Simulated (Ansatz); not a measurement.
# YTe (Fm-3m): Grüneisen parameters

Aim: how the phonons of YTe (Fm-3m) shift with volume, and the thermal expansion that follows.

Main program and level: Ansatz 0.2.0; DFT PBEsol, scalar-relativistic, plane waves, PAW; PAW set soft_1.

Most raw output is cut from this account.

The database entry behind the starting cell differs from later determinations by our own check (0.1 to 0.3 % short, probably kX units), so it need not match the best structure at ambient conditions.

## (1) Set-up

It takes space group Fm-3m (No. 225, cubic). Conventional cell: a = 6.079 Å, b = 6.079 Å, c = 6.079 Å, α = 90.00°, β = 90.00°, γ = 90.00°. Y has 6 Te at 3.04 Å nearest. Nearest to Te lie 6 Y at 3.04 Å. Farther neighbours and most contacts between anions are not listed.

## (2) The dispersion

The cell comes from relaxations at this level that are not shown. Stability and thermal properties need the whole zone. Linear response on a 4×4×4 q mesh gives force constants as far as a supercell of that size would.

File input.yaml:

```yaml
crystal:
  lattice:
    - [0.0, 3.0396212723, 3.0396212723]
    - [3.0396212723, 0.0, 3.0396212723]
    - [3.0396212723, 3.0396212723, 0.0]
  atoms:
    - { symbol: "Y", position: [0.5, 0.5, 0.5] }
    - { symbol: Te, position: [0.0, 0.0, 0.0] }
kpoints:
  mp_grid: { grid: [12, 12, 12] }
hamiltonian:
  xc: pbesol
  pseudopotentials: { kind: paw, azcp: { folder: soft_1 }, xc_functional: pbe }
scf:
  occupations: { method: methfessel_paxton, width: 0.2 }
output:
  eigenvalues: true
phonons:
  method: dfpt
  qmesh: [4, 4, 4]
  temperatures: { t_max: 1000, t_step: 50 }
  qpath:
    path:
      - [[0.0, 0.0, 0.0], [0.5, 0.0, 0.5], [0.625, 0.25, 0.625]]
      - [[0.375, 0.375, 0.75], [0.0, 0.0, 0.0], [0.5, 0.5, 0.5], [0.5, 0.25, 0.75], [0.5, 0.0, 0.5]]
    npoints: 10
```

Launch:

```bash
$ ansatz run input.yaml --threads 4 --pin off --max-ram 10240MiB --backend cpu --events-out ev --progress --plain --runs-dir out
```

Wall time 6.3 min (4 threads of Arm Neoverse V1, shared host); peak memory 4.1 GiB; 25 min of CPU time.

Numbers from this step:

| Item | Value |
| --- | --- |
| volume per atom | 28.08 Å³ |
| gap on the k-mesh | 0 eV |
| sum-rule residual before enforcement | 6.52e-5 eV/Å² |
| lowest frequency on the path | -28.30 cm⁻¹ |
| point group | m-3m |
| highest frequency on the path or at a solved wavevector | 178.4 cm⁻¹ |
| highest optical mode at the zone centre (no LO-TO term) | 177.3 cm⁻¹ |
| lowest optical zone-centre mode | 177.3 cm⁻¹ |
| lowest mode on the q mesh (acoustic modes at Γ apart) | -21.08 cm⁻¹ |

Frequencies (cm⁻¹) solved at each irreducible wavevector; negative means imaginary. Frequencies by wavevector, by row:

```tsv
q in reciprocal lattice units	star	mode 1	mode 2	mode 3	mode 4	mode 5	mode 6
0 0 0	1	0	0	0	177.3	177.3	177.3
0 0 0.25	8	67.2	67.2	77.2	163.4	164.1	164.1
0 0 -0.5	4	83	120.7	120.7	124.6	124.6	135.7
0 0.25 0.25	6	30.7	30.7	113.6	129.6	178.3	178.3
0 0.25 -0.5	24	43.1	70.8	73.6	159.6	161.4	163.4
0 0.25 -0.25	12	36.4	99	114.4	124.8	131.8	175.4
0 -0.5 -0.5	3	-21.1	32.6	32.6	173.2	175	175
0.25 -0.5 -0.25	6	26.9	26.9	98.1	127.5	173.6	173.6
```

Symmetry leaves 8 wavevectors to solve. The lowest mode among them, the acoustic zeros apart, lies at q = (0, -0.5, -0.5) and is imaginary, 21.1i cm⁻¹, so the energy falls along it. Between them the interpolated path dips to 28i cm⁻¹.

## (3) Relaxing at another volume, volume ratio 0.97

The volume is scaled by 0.97 and held; symmetry leaves nothing to relax, so this is a single point. The modes can then be followed against volume.

input.yaml, the sections that differ from step 2:

```yaml
crystal:
  lattice:
    - [0.0, 3.0089159279, 3.0089159279]
    - [3.0089159279, 0.0, 3.0089159279]
    - [3.0089159279, 3.0089159279, 0.0]
  atoms:
    - { symbol: "Y", position: [0.5, 0.5, 0.5] }
    - { symbol: Te, position: [0.0, 0.0, 0.0] }
output:
  forces: true
  stress: true
  eigenvalues: true
# kpoints, hamiltonian, scf: as in step 2
# phonons: removed
```

Run time: 1.5 s. Hardware: 4 threads; peak memory 0.39 GiB; 5.2 s of CPU time.

Numbers from this step:

```yaml
pressure: 2.243 GPa
volume_per_atom: 27.24 Å³
```

The run ends at a pressure of 2.24 GPa.

## (4) Phonons at the other volume, volume ratio 0.97

The phonons are repeated at this volume on the same k and q meshes.

Edit input.yaml of step 3 so:

```diff
@@ -16,4 +16,11 @@
 output:
-  forces: true
-  stress: true
   eigenvalues: true
+phonons:
+  method: dfpt
+  qmesh: [4, 4, 4]
+  temperatures: { t_max: 1000, t_step: 50 }
+  qpath:
+    path:
+      - [[0.0, 0.0, 0.0], [0.5, 0.0, 0.5], [0.625, 0.25, 0.625]]
+      - [[0.375, 0.375, 0.75], [0.0, 0.0, 0.0], [0.5, 0.5, 0.5], [0.5, 0.25, 0.75], [0.5, 0.0, 0.5]]
+    npoints: 10
```

Wall time 5.9 min (4 threads); peak memory 4 GiB; 23 min of CPU time.

This step gave:

- sum-rule residual before enforcement: 6.86e-5 eV/Å²
- lowest frequency on the path: -31.75 cm⁻¹
- highest frequency on the path or at a solved wavevector: 189.6 cm⁻¹
- highest optical mode at the zone centre (no LO-TO term): 188.2 cm⁻¹
- lowest optical zone-centre mode: 188.2 cm⁻¹
- lowest mode on the q mesh (acoustic modes at Γ apart): -24.86 cm⁻¹

Frequencies (cm⁻¹) solved at each irreducible wavevector; negative means imaginary. Frequencies by wavevector, by row:

```tsv
q in reciprocal lattice units	star	mode 1	mode 2	mode 3	mode 4	mode 5	mode 6
0 0 0	1	0	0	0	188.2	188.2	188.2
0 0 0.25	8	71.4	71.4	81.3	173.5	173.9	173.9
0 0 -0.5	4	94.7	129	129	131.1	131.1	142.1
0 0.25 0.25	6	30.2	30.2	122.9	136.3	189.5	189.5
0 0.25 -0.5	24	47.6	74.4	77.4	170.3	171.9	173.7
0 0.25 -0.25	12	35.2	109.2	123	131.4	138.3	187
0 -0.5 -0.5	3	-24.9	32.1	32.1	185.3	186.5	186.5
0.25 -0.5 -0.25	6	24.4	24.4	107.6	134	185.4	185.4
```

The highest optical mode at the zone centre (no LO-TO term) is 188.2 cm⁻¹, +10.8 cm⁻¹ against the base run.

## (5) Relaxing at another volume, volume ratio 1.03

The volume is scaled by 1.03 and held; symmetry leaves nothing to relax, so this is a single point. The modes can then be followed against volume.

input.yaml, the sections that differ from step 4:

```yaml
crystal:
  lattice:
    - [0.0, 3.0697184898, 3.0697184898]
    - [3.0697184898, 0.0, 3.0697184898]
    - [3.0697184898, 3.0697184898, 0.0]
  atoms:
    - { symbol: "Y", position: [0.5, 0.5, 0.5] }
    - { symbol: Te, position: [0.0, 0.0, 0.0] }
output:
  forces: true
  stress: true
  eigenvalues: true
# kpoints, hamiltonian, scf: as in step 4
# phonons: removed
```

The job ended after 1.6 s (4 threads; peak memory 0.39 GiB; 5.6 s of CPU time).

Numbers from this step:

```
pressure        : -1.910 GPa
volume per atom : 28.93 Å³
```

The run ends at a pressure of -1.91 GPa.

## (6) Phonons at the other volume, volume ratio 1.03

Edit input.yaml of step 5 so:

```diff
@@ -16,4 +16,11 @@
 output:
-  forces: true
-  stress: true
   eigenvalues: true
+phonons:
+  method: dfpt
+  qmesh: [4, 4, 4]
+  temperatures: { t_max: 1000, t_step: 50 }
+  qpath:
+    path:
+      - [[0.0, 0.0, 0.0], [0.5, 0.0, 0.5], [0.625, 0.25, 0.625]]
+      - [[0.375, 0.375, 0.75], [0.0, 0.0, 0.0], [0.5, 0.5, 0.5], [0.5, 0.25, 0.75], [0.5, 0.0, 0.5]]
+    npoints: 10
```

The job ended after 6.1 min (4 threads; peak memory 4.3 GiB; 24 min of CPU time).

Numbers from this step:

```yaml
sum_rule_residual_before_enforcement: 2.19e-5 eV/Å²
lowest_frequency_on_the_path: -25.12 cm⁻¹
highest_frequency_on_the_path_or_at_a_solved_wavevector: 167.8 cm⁻¹
highest_optical_mode_at_the_zone_centre_no_lo_to_term: 167.0 cm⁻¹
lowest_optical_zone_centre_mode: 167.0 cm⁻¹
lowest_mode_on_the_q_mesh_acoustic_modes_at_gamma_apart: -17.49 cm⁻¹
```

The highest optical mode at the zone centre (no LO-TO term) is 167.0 cm⁻¹, -10.4 cm⁻¹ against the base run.

## (7) Grüneisen parameters

The Grüneisen parameter of a mode is minus the logarithmic change of its frequency with volume, −d ln ω / d ln V; weighted by heat capacity it gives the expansion.

This step gave:

| Property | Result |
| --- | --- |
| bulk modulus | 69.2 GPa |

The phonon branches at the labelled points (cm⁻¹):

```tsv
point	branch 1	branch 2	branch 3	branch 4	branch 5	branch 6
Γ	0	0	0	177	177	177
halfway	31	31	114	130	178	178
X	-21	33	33	173	175	175
halfway	-26	45	46	171	172	173
U	-27	68	68	160	162	172
jump to K	-27	68	68	160	162	172
halfway	39	93	96	144	145	178
Γ	0	0	0	177	177	177
halfway	67	67	77	163	164	164
L	83	121	121	125	125	136
halfway	50	68	111	129	160	161
W	27	27	98	128	174	174
halfway	-27	44	62	159	172	176
X	-21	33	33	173	175	175
```

The same for volume x 0.97:

```tsv
point	branch 1	branch 2	branch 3	branch 4	branch 5	branch 6
Γ	0	0	0	188	188	188
X	-25	32	32	185	186	186
U	-30	71	72	170	172	184
K	-30	71	72	170	172	184
Γ	0	0	0	188	188	188
L	95	129	129	131	131	142
W	24	24	108	134	185	185
X	-25	32	32	185	186	186
```

The same for volume x 1.03:

```tsv
point	branch 1	branch 2	branch 3	branch 4	branch 5	branch 6
Γ	0	0	0	167	167	167
X	-18	33	33	162	164	164
U	-23	64	64	150	152	160
K	-23	64	64	150	152	160
Γ	0	0	0	167	167	167
L	71	113	113	118	118	130
W	29	29	89	121	162	162
X	-18	33	33	162	164	164
```

## (8) Results

```json
{
  "bulk modulus": "69.2 GPa"
}
```

In words: No expansion is given, because modes are imaginary at one volume or more. The highest optical mode at Γ goes from 188 to 167 cm⁻¹ as the cell grows, a Grüneisen parameter of 1.99. Branches are matched by rank, so values near crossings are rough. With no gap, or one that is small against the smearing, the frequencies hang on the k mesh and the smearing, most of all near Kohn anomalies. The phonon runs are without spin polarisation, although the cell has an odd electron count. Spin-orbit coupling is left out, which can matter for the heavy elements here. The PAW files were made for PBE and serve the other functionals too. A phonon run warned that its eigensolver left some bands unconverged in a pass.

[Logs are printed without paths, hosts, clocks, repeated set-up lines and the standing remarks that a program may print on its own settings, such as how far it seeks lower states.]

[Hosts, paths, dates, database ids (printed as entryN), source tags and the programs' standing remarks are cut or masked in the printed files.]
